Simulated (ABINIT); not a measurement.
An input for ABINIT 10.8.3 (SnO2 (Imma)):

```
acell 3*1.0 Angstrom
rprim 
  -3.248897000000 3.414470000000 3.414021000000
  3.248897000000 -3.414470000000 3.414021000000
  3.248897000000 3.414470000000 -3.414021000000
ntypat 2
znucl 50 8
natom 12
typat 1 1 1 1 2 2 2 2 2 2 2 2
xred 
  0.996401000000 0.246401000000 0.750000000000
  0.003599000000 0.753599000000 0.250000000000
  0.500000000000 0.500000000000 0.500000000000
  0.500000000000 0.000000000000 0.000000000000
  0.193504000000 0.196226000000 0.502722000000
  0.697565000000 0.754060000000 0.943505000000
  0.193504000000 0.690782000000 0.997278000000
  0.310555000000 0.754060000000 0.556495000000
  0.689445000000 0.245940000000 0.443505000000
  0.302435000000 0.245940000000 0.056495000000
  0.806496000000 0.309218000000 0.002722000000
  0.806496000000 0.803774000000 0.497278000000
pp_dirpath "pseudos"
pseudos "Sn.upf, O.upf"
ecut 42
ngkpt 2 2 2
nshiftk 1
shiftk 0 0 0
kptopt 1
chksymbreak 0
istwfk *1
occopt 1
irdwfk 1
optdriver 3
nband 231
ecuteps 3.3
inclvkb 2
awtr 1
symchi 1
indata_prefix "in"
outdata_prefix "out"
tmpdata_prefix "tmp"
fftgw 31
```

```sh
OMP_NUM_THREADS=1 mpirun -n 8 abinit run.abi > log
```

Question: Estimate wall time and host memory on 8 MPI ranks of AMD EPYC 9B45 (Zen 5), shared host.

It took 2 min; on shared hardware allow 59 s to 3.9 min. Peak host memory was 11 GiB.

[Paths, hosts, dates, memory and timing lines, banners, echoed tables and standing remarks are left out of the program output.]

[Logs are printed without paths, hosts, clocks, repeated set-up lines and the standing remarks that a program may print on its own settings, such as how far it seeks lower states.]

[Runs of the session that timed out or met a known fault of the program may be left out.]

[Hosts, paths, dates, database ids (printed as entryN), source tags and the programs' standing remarks are cut or masked in the printed files.]

[G0W0 gaps are taken among the corrected bands and points alone; a level outside them can change the order at an edge.]

[Where Ansatz stands beside ABINIT at settings called matched, ABINIT's density can come from a denser mesh and the files from another edition; pairs whose starting gaps differed by over 0.03 eV were left out, so agreement reads better than it is.]
